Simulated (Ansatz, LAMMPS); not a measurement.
# Electronic structure of glassy 40SiO2-28Al2O3-16Li2O-16SrO (mol %) (85 atoms), part 2 of 2

Aim: energy, forces, charges and density of states of glassy 40SiO2-28Al2O3-16Li2O-16SrO (mol %) (85 atoms) at a fixed geometry.

Ansatz 0.2.0; Kohn-Sham DFT, PBEsol, PAW (set soft_2), plane waves.

The cell: 10 Si, 14 Al, 8 Li, 4 Sr and 49 O. The quench rate of 6 K/ps far exceeds what a furnace or splat quench reaches. The starting topology of bonds comes from the classical model. Sampling is at Γ alone, for a cell whose shortest periodic width is 11 Å.

So far. Step 3 (Plane-wave single point): The stored curve holds about 416 of the 440 electrons; the rest, give or take the few that broadening carries across the Fermi level, lie in deeper levels below its range.

## Step 3: Plane-wave single point (continued)

Valence density in the bc plane at fractional x = 0.195, with atoms of Si and Al and Li and Sr and O within 0.2 Å of it. It is the smooth field of the valence electrons, not physical close to the nuclei.

Ten steps, logarithmic in the rise over the least value, from '_' (0.0 e/Å³) to '@' (6.3 e/Å³), each cell a mean:
```
______::==++++==----==++==--::......::::::........::::::..__
____..::++****++==::::::::::....::----==--::....::------::..
____..::==++++++--::::::--::::::--========::....::--==--::..
______..::------::::--==++++==------====--::....::----::::..
________..........::==**####**==::..::----....__..........__
________..........::--++####++==----====--::..______________
________............::======------++####**==::______________
::....__......::::::::::::::..::--**@@@@%%++--..________..::
==--::..__..::--==++==::..____..--**%%@@%%++--..______..--==
++==::..__..--++**##++--..______::==****++==::....__..::==++
++==::..__..--++####**--..______..::--------::--::::::::==++
==--::..__..::==++++==::..______......::::--==++++==--::--==
::::....____....::::::....____............--==****++==::....
::::....________..........______________..::==++++++--::....
--::::..________..::::--::..______________..::------::::----
==--::......__..::--++++==--..________________......::--==++
==--::==%%##--..::++**##**==::::....________________..--==++
--::::**@@@@==..::==******==------::..__________......::----
......--**++::__..::======----------::..__..::--==--::......
________..________..::----::::------::....--**####**==::____
__________________::--++**++------::....::++########++--____
________________..--**%%%%##++--::......::++########++--____
__________......::==##@@@@%%++::..______..--**####**==..____
______..::::::::::==**%%%%**==::______......----==--::..____
```
Columns run along b (10.5 Å), rows up along c (10.5 Å). Atoms in or near the plane, at fractional coordinates: Si at (0.57, 0.81), Si at (0.46, 0.18), Al at (0.95, 0.45), Li at (0.15, 0.27), Sr at (0.79, 0.12), O at (0.64, 0.66), O at (0.40, 0.05).

Electrostatic potential energy in the bc plane at fractional x = 0.195, with atoms of Si and Al and Li and Sr and O within 0.2 Å of it. With pseudopotentials it is smooth inside the atoms' cores, unlike the true potential.

Values in eV, 13 rows by 16 columns, each cell a mean:
```
  9   9   5  -4  -7  -7   3   8   8   7   8   8   6   6   8   9
  7   7   6   0  -5  -5   3   3 -12 -20  -1   7   6   5   7   8
  3   4   7   7   5   5 -12 -11 -34 -44 -14   5   5   3   6   6
  6   6   8   7   4   3   1   2  -5 -18 -18   4   8   7   8   8
  8   9   8   6  -1  -4   3   7   8 -13 -36  -2   8   9   9   8
  3   8   8   7 -11  -6   6   8   9   6  -1   2   7   9   6   1
 -6   6   8   9   6   6   7   8   9   7   4   4   1   1  -7  -8
 -7   5   7   8   9   8   7   8   9   9   9   9   6   3  -8  -6
  4   4  -4   3   8   2   2   7   8   9   9   9   9   7   4   0
  7  -3 -26  -7   7   0  -8 -16  -4   7   8   6   4   4   7   8
  8   5   0   4   8   6 -21 -45 -26   4   6  -5 -27 -22   0   7
  8   8   8   8   9   1 -23 -18  -3   6   4 -17 -45 -42  -7   6
  9   9   8   7   5  -8 -33  -4   9   9   7   0 -15 -11   3   7
```
Columns run along b (10.5 Å; values clipped at the 3rd and 97th percentile), rows up along c (10.5 Å). Atoms in or near the plane, at fractional coordinates: Si at (0.57, 0.81), Si at (0.46, 0.18), Al at (0.95, 0.45), Li at (0.15, 0.27), Sr at (0.79, 0.12), O at (0.64, 0.66), O at (0.40, 0.05).

Mean Löwdin charges: Al +1.28, Li +0.80, O -0.89, Si +1.68, Sr +1.84 e (they miss 1.2 % of the electrons, so they add up to more than the cell's charge).

## Step 4: Distances and neighbours

These statistics describe the geometry on which the runs were made.

Density 2.64 g/cm³, 13.67 Å³ an atom.

g(r), total and by pair (bins of 0.2 Å):

```tsv
r (Å)	total	O-O	O-Al	O-Si	O-Li	O-Sr	Al-Al
1.50	0.78	0.00	0.00	5.75	0.00	0.00	0.00
1.70	3.21	0.00	10.62	8.80	0.00	0.00	0.00
1.90	0.57	0.00	1.57	0.00	2.45	0.00	0.00
2.10	0.42	0.00	0.00	0.00	3.89	0.00	0.00
2.30	0.12	0.00	0.00	0.00	1.14	0.00	0.00
2.50	0.61	1.24	0.20	0.00	0.18	2.18	0.00
2.70	1.69	3.83	0.09	0.00	1.09	2.57	0.69
2.90	0.95	1.71	0.24	0.00	0.15	1.98	3.35
3.10	1.08	1.05	0.27	0.09	0.74	0.99	3.00
3.30	1.04	1.02	0.50	0.52	0.86	0.43	3.52
3.50	0.70	0.32	1.15	0.70	0.59	0.96	0.40
3.70	0.90	0.70	1.47	0.95	1.04	0.51	0.70
3.90	0.95	0.81	1.20	1.44	1.01	0.46	0.00
4.10	1.13	0.60	1.40	2.13	1.46	0.71	0.28
4.30	1.33	0.70	2.08	2.00	1.60	2.18	0.53
4.50	0.96	0.78	1.17	1.30	1.06	0.71	1.16
4.70	0.88	0.94	0.76	1.07	1.29	0.96	0.43
4.90	1.05	1.32	0.81	0.55	0.88	2.08	1.00
5.10	0.96	1.27	0.68	0.73	0.68	0.81	0.36
```

Bonds by pair of elements; cutoffs follow the first minimum of g(r), held within bounds set by covalent radii, and pairs that aren't listed don't count as bonded:

```tsv
pair A-B	cutoff (Å)	bonds	mean length (Å)	spread (Å)	shortest (Å)	B about A	A about B
O-Al	2.27	56	1.76	0.05	1.65	1.14	4
O-Si	2.08	40	1.61	0.032	1.55	0.816	4
O-Li	2.48	27	2.08	0.113	1.94	0.551	3.38
O-Sr	3.27	26	2.80	0.203	2.53	0.531	6.5
```

How many atoms have how many bonded neighbours:

```tsv
element	mean	2	3	4	5	6	7	8
Al	4	0	0	14	0	0	0	0
Li	3.38	0	5	3	0	0	0	0
O	3.04	12	25	10	2	0	0	0
Si	4	0	0	10	0	0	0	0
Sr	6.5	0	0	0	1	1	1	1
```

Bond angles (no mean is given where the spread exceeds 20°):

```tsv
angle	count	mean (°)	spread (°)
O-Al-O	84	109	8.9
O-Sr-O	74	-	-
O-Si-O	60	109	4.2
O-Li-O	33	109	19.1
Al-O-Li	26	104	18
```

Oxygen atoms by the number of network formers (Si, P, Ge, B, Al, As, Ga) bound to them:

```tsv
network formers bound to O	O atoms	per cent
0	0	0
1	8	16.3
2	35	71.4
3	6	12.2
```

Network units: each former by its oxygen neighbours and how many of them bridge to another former:

```tsv
former	O neighbours	bridging O	atoms
Si	4	3	5
Si	4	4	5
Al	4	3	3
Al	4	4	11
```

Bond length by coordination (bonds to H left out):

```tsv
element	coordination	atoms	mean bond length (Å)
Li	3	5	2.04
Li	4	3	2.13
O	2	12	1.67
O	3	25	1.94
O	4	10	2.10
O	5	2	2.24
Sr	5	1	2.73
Sr	6	1	2.78
Sr	7	1	2.81
Sr	8	1	2.85
```

Rings of the network by King's shortest-path rule, up to 12 atoms, one path for each pair of neighbours; H, halogens, alkali and alkaline-earth atoms are left out, and the last column divides by all other atoms, bonded or not:

```tsv
ring size (atoms)	rings	per network atom
4	1	0.014
6	5	0.068
8	5	0.068
10	12	0.164
12	11	0.151
```

First main peaks of g(r), for some of the pairs, lie near 2.7 Å (O-O), 1.8 Å (O-Al), 1.6 Å (O-Si), 2.0 Å (O-Li) and 2.6 Å (O-Sr). Counting bonds as in the table, all Al atoms have 4, 62 % of Li atoms have 3, 51 % of O atoms have 3 and all Si atoms have 4 bonded neighbours. The O-Al-O angle averages 109° with a spread of 9°. 71 % of the oxygens bridge two formers (Si and Al) and 16 % are non-bridging; 12 % join three. The commonest Al unit has 4 oxygens, 4 of them shared with other formers (11 of 14 atoms). Rings of 10 atoms are the most common (35 % of those counted); sizes run from 4 to 12, where the search stops.

The surroundings of O77, which has 2 bonded neighbours where the commonest count for O is 3, nearest first, numbered as they follow in the input and with coordinates relative to it.

```tsv
atom	x	y	z	distance (Å)	bonds	Löwdin charge (e)	Fx	Fy	Fz (eV/Å)
O77	0.00	0.00	0.00	0.00	2	-0.84	-0.43	-0.07	-1.34
Si8	0.78	0.26	1.37	1.60	4	1.65	-0.98	0.20	0.23
Al15	-1.32	-0.58	-1.00	1.76	4	1.20	0.35	-0.11	1.22
O52	-0.39	0.69	2.48	2.61	3	-0.81	0.76	0.39	0.21
Li28	0.62	0.35	-2.57	2.67	3	0.80	0.56	0.18	0.20
O56	1.59	-0.98	1.97	2.71	4	-1.02	1.24	-1.63	0.88
O57	1.83	1.49	1.36	2.72	3	-0.86	0.56	0.50	0.47
O38	-1.48	-2.33	-0.85	2.89	3	-0.86	-0.57	0.66	-0.03
O71	-2.91	0.02	-0.52	2.96	4	-0.96	-0.13	0.17	-1.11
O82	-1.28	-0.34	-2.70	3.01	5	-1.11	0.34	-0.16	-1.59
```

The column of bonds counts only the pairs O-Al within 2.27 Å, O-Si within 2.08 Å, O-Li within 2.48 Å, O-Sr within 3.27 Å; other neighbours, such as metal atoms beside each other in a compound, aren't counted, and periodic images can show an atom twice.

## Step 5: Summary of results

```yaml
free_energy_per_atom: -667.5592 eV/atom
pressure: 0.6692 GPa
r_m_s_force_component: 0.7337 eV/Å
spacing_of_highest_filled_and_lowest_empty_level: 3.628 eV
wall_time_of_the_1_dft_run: 38 s
```

**Reading.** Filled and empty levels are parted by 3.63 eV (at Γ alone); a semilocal functional tends to put such gaps too low. In a disordered cell it changes from sample to sample, and tail or defect levels can set it. Counting bonds as in the table, all Al atoms have 4, 62 % of Li atoms have 3, 51 % of O atoms have 3 and all Si atoms have 4 bonded neighbours. 71 % of the oxygens bridge two formers (Si and Al) and 16 % are non-bridging; 12 % join three.

**Limits.** The geometry was minimised with a classical potential after classical dynamics and isn't relaxed at this level: its force components are 0.73 eV/Å r.m.s.

[Logs are printed without paths, hosts, clocks, repeated set-up lines and the standing remarks that a program may print on its own settings, such as how far it seeks lower states.]

[Hosts, paths, dates, database ids (printed as entryN), source tags and the programs' standing remarks are cut or masked in the printed files.]
